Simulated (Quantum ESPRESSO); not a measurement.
# Collinear magnetic orders of CrB2 with Quantum ESPRESSO

Aim: find out which collinear order of CrB2 costs least.

Calculated with Quantum ESPRESSO 7.5; LDA; plane waves with GBRV 1.5 LDA potentials, no spin-orbit coupling.

## 1. The starting structure

Symmetry: P6/mmm, No. 191, hexagonal system. Conventional cell: a = 2.970 Å, b = 2.970 Å, c = 3.070 Å, α = 90.00°, β = 90.00°, γ = 120.00°. Nearest to Cr lie 12 B at 2.30 Å. Nearest to B lie 3 B at 1.71 Å and 6 Cr at 2.30 Å. Farther neighbours are not listed.

The cell comes from the Crystallography Open Database.

## 2. Run 1, typed as ferro +

The signs are those of the starting moments on the seeded atoms, the atoms that are given a moment.

pw.in

```
&CONTROL
  calculation = 'scf'
  prefix = 'pwscf'
  outdir = './tmp'
  pseudo_dir = './pseudo'
  disk_io = 'nowf'
/
&SYSTEM
  ibrav = 0
  nat = 3
  ntyp = 2
  ecutwfc = 40
  ecutrho = 280
  nbnd = 18
  occupations = 'smearing'
  smearing = 'fd'
  degauss = 0.00734986
  nspin = 2
  starting_magnetization(1) = 0.1786
  starting_magnetization(2) = 0
/
&ELECTRONS
  conv_thr = 6d-09
  electron_maxstep = 150
  mixing_beta = 0.3
/
ATOMIC_SPECIES
Cr     51.9961 cr_lda_v1.5.uspp.F.UPF
B      10.8100 b_lda_v1.4.uspp.F.UPF
CELL_PARAMETERS angstrom
   2.9700000000    0.0000000000    0.0000000000
  -1.4850000000    2.5720954492    0.0000000000
   0.0000000000    0.0000000000    3.0700000000
ATOMIC_POSITIONS crystal
Cr      0.0000000000    0.0000000000    0.0000000000
B       0.3333333333    0.6666666667    0.5000000000
B       0.6666666667    0.3333333333    0.5000000000
K_POINTS automatic
10 10 10 0 0 0
```

The run is started by

```
OMP_NUM_THREADS=1 mpirun -n 4 pw.x -nk 4 -in pw.in > pw.out
```

What it wrote:

```text
Program PWSCF v.7.5 starts

     Message from routine setup:
     using ibrav=0 with symmetry is DISCOURAGED, use correct ibrav instead

     K-points division:     npool     =       4
     Subspace diagonalization in iterative solution of the eigenvalue problem:

     G-vector sticks info
     --------------------
     sticks:   dense  smooth     PW     G-vecs:    dense   smooth      PW
     Sum         595     349    109                12505     5399    1009

     Using Slab Decomposition

     bravais-lattice index     =            0
     lattice parameter (alat)  =       5.6125  a.u.
     unit-cell volume          =     158.2627 (a.u.)^3
     number of atoms/cell      =            3
     number of atomic types    =            2
     number of electrons       =        20.00
     number of Kohn-Sham states=           18
     kinetic-energy cutoff     =      40.0000  Ry
     charge density cutoff     =     280.0000  Ry
     scf convergence threshold =      6.0E-09
     mixing beta               =       0.3000
     number of iterations used =            8  plain     mixing
     Exchange-correlation=  SLA  PZ   NOGX NOGC
                           (   1   1   0   0   0   0   0)

     celldm(1)=   5.612487  celldm(2)=   0.000000  celldm(3)=   0.000000
     celldm(4)=   0.000000  celldm(5)=   0.000000  celldm(6)=   0.000000

     crystal axes: (cart. coord. in units of alat)
               a(1) = (   1.000000   0.000000   0.000000 )
               a(2) = (  -0.500000   0.866025   0.000000 )
               a(3) = (   0.000000   0.000000   1.033670 )

     reciprocal axes: (cart. coord. in units 2 pi/alat)
               b(1) = (  1.000000  0.577350 -0.000000 )
               b(2) = (  0.000000  1.154701  0.000000 )
               b(3) = (  0.000000 -0.000000  0.967427 )

     PseudoPot. # 1 for Cr read from file:
     cr_lda_v1.5.uspp.F.UPF
     Pseudo is Ultrasoft + core correction, Zval = 14.0
     Generated by new atomic code, or converted to UPF format
     Using radial grid of  857 points,  6 beta functions with:
                l(1) =   0
                l(2) =   0
                l(3) =   1
                l(4) =   1
                l(5) =   2
                l(6) =   2
     Q(r) pseudized with  8 coefficients,  rinner =    0.950   0.950   0.950
                                                       0.950   0.950

     PseudoPot. # 2 for B  read from file:
     b_lda_v1.4.uspp.F.UPF
     Pseudo is Ultrasoft + core correction, Zval =  3.0
     Generated by new atomic code, or converted to UPF format
     Using radial grid of  781 points,  4 beta functions with:
                l(1) =   0
                l(2) =   0
                l(3) =   1
                l(4) =   1
     Q(r) pseudized with  8 coefficients,  rinner =    1.100   1.100   1.100

     atomic species   valence    mass     pseudopotential
     Cr               14.00    51.99610     Cr( 1.00)
     B                 3.00    10.81000     B ( 1.00)

     Starting magnetic structure
     atomic species   magnetization
     Cr              0.179
     B               0.000

     24 Sym. Ops., with inversion, found

   Cartesian axes

     site n.     atom                  positions (alat units)
         1        Cr     tau(   1) = (   0.0000000   0.0000000   0.0000000  )
         2        B      tau(   2) = (  -0.0000000   0.5773503   0.5168350  )
         3        B      tau(   3) = (   0.5000000   0.2886751   0.5168350  )

     number of k points=    84  Fermi-Dirac smearing, width (Ry)=  0.0073
                       cart. coord. in units 2pi/alat
        k(    1) = (   0.0000000   0.0000000   0.0000000), wk =   0.0010000
        k(    2) = (   0.0000000   0.0000000   0.0967427), wk =   0.0020000
        k(    3) = (   0.0000000   0.0000000   0.1934853), wk =   0.0020000
        k(    4) = (   0.0000000   0.0000000   0.2902280), wk =   0.0020000
        k(    5) = (   0.0000000   0.0000000   0.3869707), wk =   0.0020000
        [... 79 further k-points ...]

     Dense  grid:    12505 G-vectors     FFT dimensions: (  30,  30,  32)

     Smooth grid:     5399 G-vectors     FFT dimensions: (  24,  24,  24)

     Check: negative core charge=   -0.000006
     Generating pointlists ...
     new r_m :   0.3196 (alat units)  1.7940 (a.u.) for type    1
     new r_m :   0.2382 (alat units)  1.3367 (a.u.) for type    2

     Initial potential from superposition of free atoms

     starting charge      18.9995, renormalised to      20.0000

     negative rho (up, down):  7.864E-04 5.427E-04
     Starting wfcs are   18 randomized atomic wfcs

     Self-consistent Calculation

     iteration #  1     ecut=    40.00 Ry     beta= 0.30
     Davidson diagonalization with overlap
     ethr =  1.00E-02,  avg # of iterations =  4.0

     negative rho (up, down):  9.311E-04 8.944E-04

     total energy              =    -187.21412323 Ry
     estimated scf accuracy    <       3.92841211 Ry

     total magnetization       =     0.66 Bohr mag/cell
     absolute magnetization    =     0.72 Bohr mag/cell

     iteration #  2     ecut=    40.00 Ry     beta= 0.30
     Davidson diagonalization with overlap
     ethr =  1.00E-02,  avg # of iterations =  2.1

     negative rho (up, down):  5.796E-04 8.470E-04

     total energy              =    -187.98238726 Ry
     estimated scf accuracy    <       2.13112600 Ry

     total magnetization       =     1.48 Bohr mag/cell
     absolute magnetization    =     1.77 Bohr mag/cell

     iteration #  3     ecut=    40.00 Ry     beta= 0.30
     Davidson diagonalization with overlap
     ethr =  1.00E-02,  avg # of iterations =  1.0

     negative rho (up, down):  3.079E-04 1.041E-03

     total energy              =    -188.31610199 Ry
     estimated scf accuracy    <       0.06003197 Ry

     total magnetization       =     1.42 Bohr mag/cell
     absolute magnetization    =     1.51 Bohr mag/cell

     [... further iterations left out ...]

     iteration # 13     ecut=    40.00 Ry     beta= 0.30
     Davidson diagonalization with overlap
     ethr =  1.61E-09,  avg # of iterations =  3.2

     negative rho (up, down):  2.149E-04 9.648E-04

     total energy              =    -188.33117332 Ry
     estimated scf accuracy    <       0.00000029 Ry

     total magnetization       =     0.77 Bohr mag/cell
     absolute magnetization    =     0.80 Bohr mag/cell

     iteration # 14     ecut=    40.00 Ry     beta= 0.30
     Davidson diagonalization with overlap
     ethr =  1.45E-09,  avg # of iterations =  2.5

     negative rho (up, down):  2.168E-04 9.636E-04

     total energy              =    -188.33117801 Ry
     estimated scf accuracy    <       0.00000025 Ry

     total magnetization       =     0.79 Bohr mag/cell
     absolute magnetization    =     0.82 Bohr mag/cell

     iteration # 15     ecut=    40.00 Ry     beta= 0.30
     Davidson diagonalization with overlap
     ethr =  1.23E-09,  avg # of iterations =  1.4

     negative rho (up, down):  2.164E-04 9.641E-04

     total energy              =    -188.33117808 Ry
     estimated scf accuracy    <       0.00000002 Ry

     total magnetization       =     0.78 Bohr mag/cell
     absolute magnetization    =     0.81 Bohr mag/cell

     iteration # 16     ecut=    40.00 Ry     beta= 0.30
     Davidson diagonalization with overlap
     ethr =  9.95E-11,  avg # of iterations =  2.0

     negative rho (up, down):  2.164E-04 9.642E-04

     Magnetic moment per site  (integrated on atomic sphere of radius R)
     atom   1 (R=0.320)  charge= 11.8262  magn=  0.7304
     atom   2 (R=0.238)  charge=  1.3336  magn= -0.0041
     atom   3 (R=0.238)  charge=  1.3336  magn= -0.0041

     End of self-consistent calculation

     Number of k-points >= 100: set verbosity='high' to print the bands.

     the Fermi energy is    16.2650 ev

!    total energy              =    -188.33117812 Ry
     estimated scf accuracy    <          1.8E-09 Ry
     smearing contrib. (-TS)   =      -0.00584806 Ry
     internal energy E=F+TS    =    -188.32533006 Ry

     The total energy is F=E-TS. E is the sum of the following terms:
     one-electron contribution =     -69.58470297 Ry
     hartree contribution      =      45.88555782 Ry
     xc contribution           =     -28.26020093 Ry
     ewald contribution        =    -136.36598398 Ry

     total magnetization       =     0.79 Bohr mag/cell
     absolute magnetization    =     0.81 Bohr mag/cell

     convergence has been achieved in  16 iterations

=------------------------------------------------------------------------------=
   JOB DONE.
=------------------------------------------------------------------------------=
```

The job ended after 13 s (4 MPI ranks of Arm Neoverse V1, shared host; peak memory 0.27 GiB).

Spin moment in the atom's sphere by atom:

| atom | spin moment in the atom's sphere (μB) |
| --- | --- |
| Cr1 | 0.730 |
| B2 | -0.004 |
| B3 | -0.004 |

Read from the output:

```yaml
smearing_term_ts: 0.07957 eV
magnetization: 0.785 μB
absolute_magnetization: 0.814 μB
final_state: ferromagnetic
```

Spin density in the ab plane at fractional z = 0.500, with atoms of B within 0.2 Å of it.

Ten even steps from '_' (-2.35 × 1e-3 e/Å³) to '@' (4.18 × 1e-3 e/Å³):
```
%%**==::______..______::==**%%
++==::______....______::==++**
--::______..::..______::--====
..________....________..::::::
______....__....______________
..__..::....::..__..__________
........__........____________
..____________........__......
..__________..__..::....::..__
________________....__....____
..::::::..________....________
--====--::______..::..______::
++**++==::______....______::==
%%%%**==::______..______::==**
@@%%++--..__........__..--++%%
```
Columns run along a (3.0 Å), rows up along b (3.0 Å). Atoms in or near the plane, at fractional coordinates: B at (0.33, 0.67), B at (0.67, 0.33).

Valence density in the ab plane at fractional z = 0.500, with atoms of B within 0.2 Å of it. It is the smooth field of the valence electrons, not physical close to the nuclei.

Ten even steps from '0' (0.20 e/Å³) to '9' (0.85 e/Å³):
```
001247999742100
012468998642100
124678887642111
346776677643222
578866688754444
799866899776667
999878999987789
998778999987899
776667799866899
544445788666887
322234677667764
111124678887642
000124689986421
000124799974210
000135799753100
```
Columns run along a (3.0 Å), rows up along b (3.0 Å). Atoms in or near the plane, at fractional coordinates: B at (0.33, 0.67), B at (0.67, 0.33).

[end of part 1 of 2]

[Logs and program files are shortened in this print: banners, set-up blocks, solver, clock and traceback lines can be left out without a mark of their own.]

[Logs are printed without paths, hosts, clocks, repeated set-up lines and the standing remarks that a program may print on its own settings, such as how far it seeks lower states.]

[Hosts, paths, dates, database ids (printed as entryN), source tags and the programs' standing remarks are cut or masked in the printed files.]

[Where a cell is said to come from a database of computed structures, the database is the Materials Project.]
